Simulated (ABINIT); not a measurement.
## A GW chain in ABINIT: Ca2H6Os (Fm-3m)

Aim: the G0W0 gap of Ca2H6Os (Fm-3m) on PBEsol, step by step.

Calculated with ABINIT 10.8.3; PBEsol and many-body steps on it, plane waves.

### 1. Starting point

The structure is cubic, space group Fm-3m (No. 225). The conventional cell has a = 7.230 Å, b = 7.230 Å, c = 7.230 Å, α = 90.00°, β = 90.00°, γ = 90.00°. Nearest to Ca lie 12 H at 2.56 Å. Nearest to H lie 1 Os at 1.71 Å and 4 H at 2.42 Å and 4 Ca at 2.56 Å. Nearest to Os lie 6 H at 1.71 Å. Farther neighbours are not listed.

The cell and positions are those that the Materials Project relaxed with its own functionals (PBE, PBE+U or r2SCAN), kept fixed. Spin-orbit coupling is left out unless a step names it.

### 2. Ground state

This step: ABINIT 10.8.3; DFT, PBEsol, plane waves, norm-conserving pseudopotentials.

The ground-state density comes first.

Input file run.abi:

```
acell 3*1.0 Angstrom
rprim 
  0.000000000000 3.614821300000 3.614821300000
  3.614821300000 0.000000000000 3.614821300000
  3.614821300000 3.614821300000 0.000000000000
ntypat 3
znucl 20 1 76
natom 9
typat 1 1 2 2 2 2 2 2 3
xred 
  0.250000000000 0.250000000000 0.250000000000
  0.750000000000 0.750000000000 0.750000000000
  0.762819760000 0.237180240000 0.237180240000
  0.237180240000 0.762819760000 0.762819760000
  0.237180240000 0.762819760000 0.237180240000
  0.762819760000 0.237180240000 0.762819760000
  0.237180240000 0.237180240000 0.762819760000
  0.762819760000 0.762819760000 0.237180240000
  0.000000000000 0.000000000000 0.000000000000
pp_dirpath "pseudos"
pseudos "Ca.upf, H.upf, Os.upf"
ecut 33
ngkpt 6 6 6
nshiftk 1
shiftk 0 0 0
kptopt 1
chksymbreak 0
nband 29
occopt 1
tolvrs 1e-10
nstep 60
prtwf 0
optforces 0
optstress 0
indata_prefix "in"
outdata_prefix "out"
tmpdata_prefix "tmp"
```

Run with:

```sh
$ OMP_NUM_THREADS=1 mpirun -n 4 abinit run.abi > log
```

Numbers of over 12 decimals in the logs are rounded to 6 here.

Log:

```text
.Version 10.8.3 of ABINIT. v10.8.2 released Aug 2026.

 Symmetries : space group Fm -3 m (#225); Bravais cF (face-center cubic)
================================================================================
 Values of the parameters that define the memory need of the present run
     intxc =       0    ionmov =       0      iscf =       7    lmnmax =       8
     lnmax =       8     mgfft =      50  mpssoang =       4    mqgrid =    3001
     natom =       9  nloc_mem =       1    nspden =       1   nspinor =       1
    nsppol =       1      nsym =      48    n1xccc =    2501    ntypat =       3
    occopt =       1   xclevel =       2
-    mband =          29        mffmem =           1         mkmem =           4
       mpw =        5793          nfft =      125000          nkpt =          16
================================================================================
  Rough estimation (10% accuracy) of disk space for files :
================================================================================

--------------------------------------------------------------------------------
------------- Echo of variables that govern the present computation ------------
--------------------------------------------------------------------------------
 -outvars: echo values of preprocessed input variables --------
            acell      1.8897261259E+00  1.8897261259E+00  1.8897261259E+00 Bohr

      chksymbreak           0
             ecut      3.30000000E+01 Hartree
-          fftalg         312

              ixc     -116133
              kpt      0.00000000E+00  0.00000000E+00  0.00000000E+00
                       1.66666667E-01  0.00000000E+00  0.00000000E+00
                       3.33333333E-01  0.00000000E+00  0.00000000E+00
                       5.00000000E-01  0.00000000E+00  0.00000000E+00
                       1.66666667E-01  1.66666667E-01  0.00000000E+00
                       3.33333333E-01  1.66666667E-01  0.00000000E+00
                       5.00000000E-01  1.66666667E-01  0.00000000E+00
                      -3.33333333E-01  1.66666667E-01  0.00000000E+00
                      -1.66666667E-01  1.66666667E-01  0.00000000E+00
   [... 5 further rows ...]
                      -3.33333333E-01  3.33333333E-01  1.66666667E-01
                      -3.33333333E-01  5.00000000E-01  1.66666667E-01
         kptrlatt        6    0    0      0    6    0      0    0    6
          kptrlen      5.79631459E+01
P           mkmem           4
            natom           9
            nband          29
            ngfft          50      50      50
             nkpt          16
            nstep          60
             nsym          48
           ntypat           3
              occ      2.000000  2.000000  2.000000  2.000000  2.000000  2.000000
                       2.000000  2.000000  2.000000  2.000000  2.000000  2.000000
                       2.000000  2.000000  2.000000  2.000000  2.000000  2.000000
                       2.000000  2.000000  2.000000  0.000000  0.000000  0.000000
                       0.000000  0.000000  0.000000  0.000000  0.000000
        optforces           0
        optstress           0
            prtwf           0
            rprim      0.0000000000E+00  3.6148213000E+00  3.6148213000E+00
[...]
spgroup         225

           tolvrs      1.00000000E-10

             xred      2.5000000000E-01  2.5000000000E-01  2.5000000000E-01
[...]
znucl       20.00000    1.00000   76.00000

================================================================================

 chkinp: Checking input parameters for consistency.

================================================================================
== DATASET  1 ==================================================================
-   mpi_nproc: 4, omp_nthreads: 1 (-1 if OMP is not activated)

--- !DatasetInfo
iteration_state: {dtset: 1, }
dimensions: {natom: 9, nkpt: 16, mband: 29, nsppol: 1, nspinor: 1, nspden: 1, mpw: 5793, }
cutoff_energies: {ecut:  33.0, pawecutdg:  -1.0, }
electrons: {nelect:   4.20000000E+01, charge:   0.00000000E+00, occopt:   1.00000000E+00, tsmear:   1.00000000E-02, }

 Real(R)+Recip(G) space primitive vectors, cartesian coordinates (Bohr,Bohr^-1):
 R(1)=  0.0000000  6.8310223  6.8310223  G(1)= -0.0731955  0.0731955  0.0731955
 R(2)=  6.8310223  0.0000000  6.8310223  G(2)=  0.0731955 -0.0731955  0.0731955
 R(3)=  6.8310223  6.8310223  0.0000000  G(3)=  0.0731955  0.0731955 -0.0731955
 Unit cell volume ucvol=  6.3751014E+02 bohr^3
 Angles (23,13,12)=  6.00000000E+01  6.00000000E+01  6.00000000E+01 degrees

 getcut: wavevector=  0.0000  0.0000  0.0000  ngfft=  50  50  50
         ecut(hartree)=     33.000   => boxcut(ratio)=   2.00226

--- Pseudopotential description ------------------------------------------------
- Ca Generated using ONCVPSP code by D. R. Hamann
- 20.00000  10.00000  180301                  znucl, zion, pspdat
12 -116133 2 -1 1746                          pspcod,pspxc,lmax,lloc,mmax
     nproj     2     2     2     0
  pspatm : epsatm=   12.46101000
         --- l  ekb(1:nproj) -->
[...]
pspatm: atomic psp has been read  and splines computed

- H Generated using ONCVPSP code by D. R. Hamann
-  1.00000   1.00000  180301                  znucl, zion, pspdat
[...]
pspatm : epsatm=    0.35585368
         --- l  ekb(1:nproj) -->
[...]
1   -0.494138
 pspatm: atomic psp has been read  and splines computed

- Os Generated using ONCVPSP code by D. R. Hamann
- 76.00000  16.00000  180301                  znucl, zion, pspdat
12 -116133 3 -1 1328                          pspcod,pspxc,lmax,lloc,mmax
     nproj     2     2     2     2
  pspatm : epsatm=   26.11825285
         --- l  ekb(1:nproj) -->
[...]
pspatm: atomic psp has been read  and splines computed

   2.23336659E+03                                ecore*ucvol(ha*bohr**3)
--------------------------------------------------------------------------------

_setup2: Arith. and geom. avg. npw (full set) are    5770.097    5770.074

================================================================================

--- !BeginCycle
iteration_state: {dtset: 1, }
solver: {iscf: 7, nstep: 60, nline: 4, wfoptalg: 0, }
tolerances: {tolvrs: 1.00E-10, }

     iter   Etot(hartree)      deltaE(h)  residm     vres2
 ETOT  1  -181.97474523611    -1.820E+02 6.281E-02 6.014E+02
 ETOT  2  -182.06910585780    -9.436E-02 1.017E-02 2.324E+02
 ETOT  3  -182.09040153518    -2.130E-02 9.700E-03 1.225E+02
 ETOT  4  -182.10835732956    -1.796E-02 4.525E-03 7.864E-01
 ETOT  5  -182.10841716850    -5.984E-05 1.333E-03 8.280E-02
 ETOT  6  -182.10842636675    -9.198E-06 2.347E-03 2.303E-03
 ETOT  7  -182.10842645690    -9.015E-08 1.017E-03 2.870E-04
 ETOT  8  -182.10842649387    -3.696E-08 2.307E-03 1.070E-05
 ETOT  9  -182.10842649539    -1.522E-09 3.667E-04 4.011E-08
 ETOT 10  -182.10842649539    -5.059E-12 1.102E-03 2.403E-10
 ETOT 11  -182.10842649539    -1.677E-12 1.865E-04 1.599E-10
 ETOT 12  -182.10842649540    -1.762E-12 2.870E-04 2.732E-11

 At SCF step   12       vres2   =  2.73E-11 < tolvrs=  1.00E-10 =>converged.

--- !ResultsGS
iteration_state: {dtset: 1, }
comment   : Summary of ground state results
lattice_vectors:
- [  0.0000000,   6.8310223,   6.8310223, ]
- [  6.8310223,   0.0000000,   6.8310223, ]
- [  6.8310223,   6.8310223,   0.0000000, ]
lattice_lengths: [   9.66052,    9.66052,    9.66052, ]
lattice_angles: [ 60.000,  60.000,  60.000, ] # degrees, (23, 13, 12)
lattice_volume:   6.3751014E+02
convergence: {deltae: -1.762E-12, res2:  2.732E-11, residm:  2.870E-04, diffor:  0.000E+00, }
etotal    :  -1.82108426E+02
entropy   :   0.00000000E+00
fermie    :   1.69893292E-01
cartesian_stress_tensor: null
pressure_GPa: null
xred      :
- [  2.5000E-01,   2.5000E-01,   2.5000E-01, Ca]
- [  7.5000E-01,   7.5000E-01,   7.5000E-01, Ca]
- [  7.6282E-01,   2.3718E-01,   2.3718E-01,  H]
- [  2.3718E-01,   7.6282E-01,   7.6282E-01,  H]
- [  2.3718E-01,   7.6282E-01,   2.3718E-01,  H]
- [  7.6282E-01,   2.3718E-01,   7.6282E-01,  H]
- [  2.3718E-01,   2.3718E-01,   7.6282E-01,  H]
- [  7.6282E-01,   7.6282E-01,   2.3718E-01,  H]
- [  0.0000E+00,   0.0000E+00,   0.0000E+00, Os]
cartesian_forces: null
force_length_stats: {min: null, max: null, mean: null, }

 Integrated electronic density in atomic spheres:
 ------------------------------------------------
 Atom  Sphere_radius  Integrated_density
[...]
================================================================================

 ----iterations are completed or convergence reached----

 Mean square residual over all n,k,spin=   31.899E-07; max=  28.702E-05
 reduced coordinates (array xred) for    9 atoms
[...]
0.237180240000      0.762819760000      0.237180240000
       0.762819760000      0.237180240000      0.762819760000
       0.237180240000      0.237180240000      0.762819760000
       0.762819760000      0.762819760000      0.237180240000
       0.000000000000      0.000000000000      0.000000000000
 rms dE/dt=  0.0000E+00; max dE/dt=  0.0000E+00; dE/dt below (all hartree)
    1       0.000000000000      0.000000000000      0.000000000000
    2       0.000000000000      0.000000000000      0.000000000000
    3       0.000000000000      0.000000000000      0.000000000000
    4       0.000000000000      0.000000000000      0.000000000000
    5       0.000000000000      0.000000000000      0.000000000000
    6       0.000000000000      0.000000000000      0.000000000000
    7       0.000000000000      0.000000000000      0.000000000000
    8       0.000000000000      0.000000000000      0.000000000000
    9       0.000000000000      0.000000000000      0.000000000000

 cartesian coordinates (angstrom) at end:
    1      1.807411     1.807411     1.807411
[...]
5      3.614821     1.714728     3.614821
    6      3.614821     5.514914     3.614821
    7      3.614821     3.614821     1.714728
    8      3.614821     3.614821     5.514914
    9      0.000000     0.000000     0.000000
 length scales=  1.889726125908  1.889726125908  1.889726125908 bohr
              =  1.000000000000  1.000000000000  1.000000000000 angstroms
 prteigrs : about to open file out_EIG
 Fermi (or HOMO) energy (hartree) =   0.16989   Average Vxc (hartree)=  -0.37132
 Eigenvalues (hartree) for nkpt=  16  k points:
 kpt#   1, nband= 29, wtk=  0.00463, kpt=  0.0000  0.0000  0.0000 (reduced coord)
  -2.90982   -1.41872   -1.41872   -1.41872   -1.26379   -1.26222   -0.57168   -0.57168
  -0.57168   -0.56639   -0.56639   -0.56639   -0.08999    0.02372    0.02372    0.09311
   0.09311    0.09311    0.16341    0.16341    0.16341    0.33036    0.33036    0.34590
   0.41192    0.41192    0.41192    0.44611    0.44625
 prteigrs : prtvol=0 or 1, do not print more k-points.

--- !EnergyTerms
iteration_state     : {dtset: 1, }
comment             : Components of total free energy in Hartree
kinetic             :  5.78149834916445E+01
hartree             :  4.48920926403252E+01
xc                  : -3.72244298216183E+01
Ewald energy        : -1.09621101542026E+02
psp_core            :  3.50326442273684E+00
local_psp           : -1.52883198613858E+02
non_local_psp       :  1.14099629273990E+01
total_energy        : -1.82108426495397E+02
total_energy_eV     : -4.95542273201408E+03
band_energy         : -2.47309855334778E+01

== END DATASET(S) ==============================================================
================================================================================

 -outvars: echo values of variables after computation  --------
           etotal     -1.8210842650E+02
            nband          29
             nkpt          16
          spgroup         225
 [... the other variables as echoed above ...]

 Calculation completed.
```

Wall time 51 s (4 MPI ranks of Intel Xeon Platinum 8259CL at 2.50GHz (Skylake/Cascade Lake), shared host); peak memory 0.42 GiB.

Numbers from this step:

| Item | Value |
| --- | --- |
| total energy | -4955.4227 eV |
| gap | 2.598 eV |
| k of the valence top | -0.3333, 0.5, 0.1667 |
| k of the conduction bottom | 0.5, 0.5, 0 |
| least direct gap | 2.604 eV |

The gap is indirect, with the least direct gap 0.007 eV higher.

[end of part 1 of 3]

[Paths, hosts, dates, memory and timing lines, banners, echoed tables and standing remarks are left out of the program output.]

[Logs are printed without paths, hosts, clocks, repeated set-up lines and the standing remarks that a program may print on its own settings, such as how far it seeks lower states.]

[Runs of the session that timed out or met a known fault of the program may be left out.]

[Hosts, paths, dates, database ids (printed as entryN), source tags and the programs' standing remarks are cut or masked in the printed files.]

[G0W0 gaps are taken among the corrected bands and points alone; a level outside them can change the order at an edge.]

[Where Ansatz stands beside ABINIT at settings called matched, ABINIT's density can come from a denser mesh and the files from another edition; pairs whose starting gaps differed by over 0.03 eV were left out, so agreement reads better than it is.]
